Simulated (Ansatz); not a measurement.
# Free carriers and the phonons of BP (F-43m), part 2 of 2

Aim: how far do free carriers move the optical modes of BP (F-43m)?

Ansatz 0.2.0; DFT LDA, scalar-relativistic, plane waves, PAW; PAW set soft_1.

So far, highest optical mode at the zone centre (no LO-TO term) (cm⁻¹): step 5 (zone-centre modes of the member: no carriers) 821. The relaxed cell has a = 4.491 Å (conventional setting).

## 6. Ground state of a member: 15 × 10²⁰ holes per cm³

The cell of the neutral crystal is kept with 15 × 10²⁰ holes per cm³, balanced by a uniform background. The bands are sampled on 36×36×36 points with Fermi-Dirac filling of 0.03 eV.

File input.yaml:

```yaml
crystal:
  lattice:
    - [0.0, 2.2452912038, 2.2452912038]
    - [2.2452912038, 0.0, 2.2452912038]
    - [2.2452912038, 2.2452912038, 0.0]
  atoms:
    - { symbol: B, position: [0.0, 0.0, 0.0] }
    - { symbol: P, position: [0.75, 0.75, 0.75] }
total_charge: 0.033958
kpoints:
  mp_grid: { grid: [36, 36, 36] }
hamiltonian:
  xc: lda
  pseudopotentials: { kind: paw, azcp: { folder: soft_1 }, xc_functional: pbe }
scf:
  occupations: { method: fermi_dirac, width: 0.03 }
output:
  forces: true
  stress: true
  eigenvalues: true
```

Launch:

```console
ansatz run input.yaml --threads 4 --pin off --max-ram 16384MiB --backend cpu --events-out ev --progress --plain --runs-dir out
```

Numbers of over 12 decimals in the logs are rounded to 6 here.

The program printed:

```text
[...]
Crystal: 2 atoms, lattice volume = 22.639 Å³
Basis set: ecut = 420 eV, 459 PW (Γ)
Bands: 8, of which v1, the nominal top of the filled ones, is band 4 counted from 1 (3 counted from 0)
Symmetry: 24 space group operations
[...]
k-points: 1240 of 46656 (time reversal used)
[...]
Internal energy: -876.951188 eV  (E = F + TS)
E sigma→0 (E₀):  -876.951423 eV
Entropy (-TS):   -0.000470 eV (-0.235 meV/atom)
Fermi energy:    9.105121 eV
[...]
--- Stress (GPa, compression-positive) ---
        0.713229      -0.000000      -0.000000
       -0.000000       0.713229       0.000000
       -0.000000       0.000000       0.713229
  P = ⅓ Tr σ = 0.7132 GPa (7.132 kbar)
--- Band table (eV; the first three rows and the last of 1240) ---
[...]
[key lines of the parts left out:]
SCF converged after 7 iterations
Free energy (F): -876.951659 eV
```

The job ended after 6.2 s (4 threads of Arm Neoverse V2, shared host; peak memory 0.61 GiB; 24 s of CPU time).

The forces vanish by symmetry.

## 7. Modes of this member: 15 × 10²⁰ holes per cm³

The zone-centre modes follow for 15 × 10²⁰ holes per cm³.

input.yaml, as its differences from that of step 6:

```diff
@@ -17,4 +17,4 @@
 output:
-  forces: true
-  stress: true
   eigenvalues: true
+phonons:
+  method: dfpt
```

The program printed:

```text
[...]
Crystal: 2 atoms, lattice volume = 22.639 Å³
Basis set: ecut = 420 eV, 459 PW (Γ), exchange–correlation on 48×48×48 points (8 copies of the dense FFT grid, shifted against one another)
Bands: 8, of which v1, the nominal top of the filled ones, is band 4 counted from 1 (3 counted from 0)
Symmetry: 24 space group operations
k-points: 3349 of 46656 (irreducible under 8 space group operations, time reversal used)
[...]
Free energy (F): -876.951659 eV
[...]
Internal energy: -876.951189 eV  (E = F + TS)
E sigma→0 (E₀):  -876.951424 eV
Entropy (-TS):   -0.000470 eV (-0.235 meV/atom)
Fermi energy:    9.105129 eV
[...]
--- Band table (eV; the first three rows and the last of 3349) ---
[...]
ASR residual: 9.068e-6 → 0.000e0 eV/Å²; symmetrization residual: 7.036e-8 eV/Å²
  ASR residual per site (eV/Å²): 9.07e-6 5.70e-6
  Γ frequencies (cm⁻¹): 0.00 0.00 0.00 730.29 730.29 730.29
[...]
[key lines of the parts left out:]
SCF converged after 8 iterations
```

Run time: 42 s. Hardware: 4 threads; peak memory 1.9 GiB; 2.6 min of CPU time.

Numbers from this step:

- sum-rule residual before enforcement: 9.07e-6 eV/Å²
- highest optical mode at the zone centre (no LO-TO term): 730.3 cm⁻¹
- lowest optical zone-centre mode: 730.3 cm⁻¹

Without the LO-TO term. Patterns of degenerate modes are one choice out of their space. The modes at Γ (shares of kinetic energy by element, %):

| mode | frequency (cm⁻¹) | symmetry | B % | P % |
| --- | --- | --- | --- | --- |
| 1 | 0.0 | acoustic | 26 | 74 |
| 2 | 0.0 | acoustic | 26 | 74 |
| 3 | 0.0 | acoustic | 26 | 74 |
| 4 | 730.3 | T2 | 74 | 26 |
| 5 | 730.3 | T2 | 74 | 26 |
| 6 | 730.3 | T2 | 74 | 26 |

The optical mode without the LO-TO term lies at 730.3 cm⁻¹.

For the highest optical mode at the zone centre (no LO-TO term), step 5 gave 821 cm⁻¹; this run, with carriers -15 × 10²⁰ cm⁻³, gives 730 cm⁻¹ (-11 %).

## 8. A check on a coarser mesh: 2 × 10²⁰ holes per cm³

To see what the mesh is worth, the run for 2 × 10²⁰ holes per cm³ is repeated on 29×29×29 points.

input.yaml, as its differences from that of step 7:

```diff
@@ -8,5 +8,5 @@
     - { symbol: P, position: [0.75, 0.75, 0.75] }
-total_charge: 0.033958
+total_charge: 0.004528
 kpoints:
-  mp_grid: { grid: [36, 36, 36] }
+  mp_grid: { grid: [29, 29, 29] }
 hamiltonian:
```

The program printed:

```text
[...]
Crystal: 2 atoms, lattice volume = 22.639 Å³
Basis set: ecut = 420 eV, 459 PW (Γ), exchange–correlation on 48×48×48 points (8 copies of the dense FFT grid, shifted against one another)
Bands: 8, of which v1, the nominal top of the filled ones, is band 4 counted from 1 (3 counted from 0)
Symmetry: 24 space group operations
k-points: 1800 of 24389 (irreducible under 8 space group operations, time reversal used)
[...]
Free energy (F): -876.680162 eV
[...]
Internal energy: -876.679970 eV  (E = F + TS)
E sigma→0 (E₀):  -876.680066 eV
Entropy (-TS):   -0.000192 eV (-0.096 meV/atom)
Fermi energy:    9.376709 eV
[...]
--- Band table (eV; the first three rows and the last of 1800) ---
[...]
ASR residual: 8.733e-6 → 0.000e0 eV/Å²; symmetrization residual: 7.420e-8 eV/Å²
  ASR residual per site (eV/Å²): 8.73e-6 6.79e-6
  Γ frequencies (cm⁻¹): 0.00 0.00 0.00 779.51 779.51 779.51
[...]
[key lines of the parts left out:]
SCF converged after 8 iterations
```

Elapsed: 23 s, on 4 threads; peak memory 1.2 GiB.

This step gave:

```yaml
sum_rule_residual_before_enforcement: 8.73e-6 eV/Å²
highest_optical_mode_at_the_zone_centre_no_lo_to_term: 779.5 cm⁻¹
lowest_optical_zone_centre_mode: 779.5 cm⁻¹
```

The highest mode comes at 779.5 cm⁻¹, against 778.2 cm⁻¹ on 36×36×36 points.

## 9. A check on a coarser mesh: 10 × 10²⁰ holes per cm³

To see what the mesh is worth, the run for 10 × 10²⁰ holes per cm³ is repeated on 29×29×29 points.

input.yaml, as its differences from that of step 8:

```diff
@@ -8,3 +8,3 @@
     - { symbol: P, position: [0.75, 0.75, 0.75] }
-total_charge: 0.004528
+total_charge: 0.022639
 kpoints:
```

The program printed:

```text
[...]
Crystal: 2 atoms, lattice volume = 22.639 Å³
Basis set: ecut = 420 eV, 459 PW (Γ), exchange–correlation on 48×48×48 points (8 copies of the dense FFT grid, shifted against one another)
Bands: 8, of which v1, the nominal top of the filled ones, is band 4 counted from 1 (3 counted from 0)
Symmetry: 24 space group operations
k-points: 1800 of 24389 (irreducible under 8 space group operations, time reversal used)
[...]
Free energy (F): -876.848169 eV
[...]
Internal energy: -876.847804 eV  (E = F + TS)
E sigma→0 (E₀):  -876.847986 eV
Entropy (-TS):   -0.000365 eV (-0.182 meV/atom)
Fermi energy:    9.195083 eV
[...]
--- Band table (eV; the first three rows and the last of 1800) ---
[...]
ASR residual: 8.902e-6 → 0.000e0 eV/Å²; symmetrization residual: 7.433e-8 eV/Å²
  ASR residual per site (eV/Å²): 8.90e-6 6.41e-6
  Γ frequencies (cm⁻¹): 0.00 0.00 0.00 749.02 749.02 749.02
[...]
[key lines of the parts left out:]
SCF converged after 8 iterations
```

The job ended after 23 s (4 threads; peak memory 1.1 GiB).

This step gave:

```yaml
sum_rule_residual_before_enforcement: 8.90e-6 eV/Å²
highest_optical_mode_at_the_zone_centre_no_lo_to_term: 749.0 cm⁻¹
lowest_optical_zone_centre_mode: 749.0 cm⁻¹
```

The highest mode comes at 749.0 cm⁻¹, against 743.5 cm⁻¹ on 36×36×36 points.

## 10. All members side by side

The members are set side by side, also those not shown above.

Electrons count positive and holes negative; without the LO-TO term; modes are tracked from the neutral crystal by their patterns, and those within 0.3 cm⁻¹ of each other stand once; the cell of the neutral crystal is kept and the atoms are relaxed where symmetry leaves them free; all runs use 36×36×36 k points and Fermi-Dirac smearing of 0.03 eV. Optical modes along the series:

| carriers (10²⁰ cm⁻³) | mode 4 T2 (cm⁻¹) |
| --- | --- |
| -15 | 730.3 |
| -10 | 743.5 |
| -6 | 760.5 |
| -4 | 765.5 |
| -2 | 778.2 |
| -1 | 792.4 |
| 0 | 820.9 |

## 11. What came out

| Property | Result |
| --- | --- |
| members | 7 |
| mode | mode 4 T2 |
| its frequency without carriers | 820.89 cm⁻¹ |
| its frequency at -15 × 10²⁰ cm⁻³ | 730.29 cm⁻¹ |

What this shows: At 15 × 10²⁰ holes per cm³ the optical mode has moved by -90.60 cm⁻¹ from 820.89 cm⁻¹. At 2 and 10 × 10²⁰ cm⁻³ the coarser mesh moves the optical modes by up to 5.53 cm⁻¹, a measure of the error left by the mesh there. The response is adiabatic: the carriers follow the ions at once. Where they cannot, as for a zone-centre mode faster than their scattering, measured shifts differ, and line shapes are not given here. A static distortion lets holes move between the bands that it splits, which a fast mode allows only in part, so this softening can be well above the one seen in Raman spectra. The background stands for dopants without their size, scattering or local bonds, and the cell is that of the neutral crystal, although carriers also change the volume at rest, which would shift the modes as well. Spin-orbit coupling, which splits the valence bands that hold the holes, is left out. In a polar crystal the carriers also screen the field of the longitudinal modes, often the largest effect; only modes without that field are treated here. These are harmonic frequencies of a static lattice, with warm electrons: anharmonic shifts, linewidths and thermal expansion are left out. The PAW files were made for PBE; the program adapts parts of them to the functional of the run, but their partial waves stay those of PBE, an approximation that was not tested in this session. Only the zone centre was solved, so an instability at another wavevector cannot show here.

[Logs are printed without paths, hosts, clocks, repeated set-up lines and the standing remarks that a program may print on its own settings, such as how far it seeks lower states.]

[Hosts, paths, dates, database ids (printed as entryN), source tags and the programs' standing remarks are cut or masked in the printed files.]
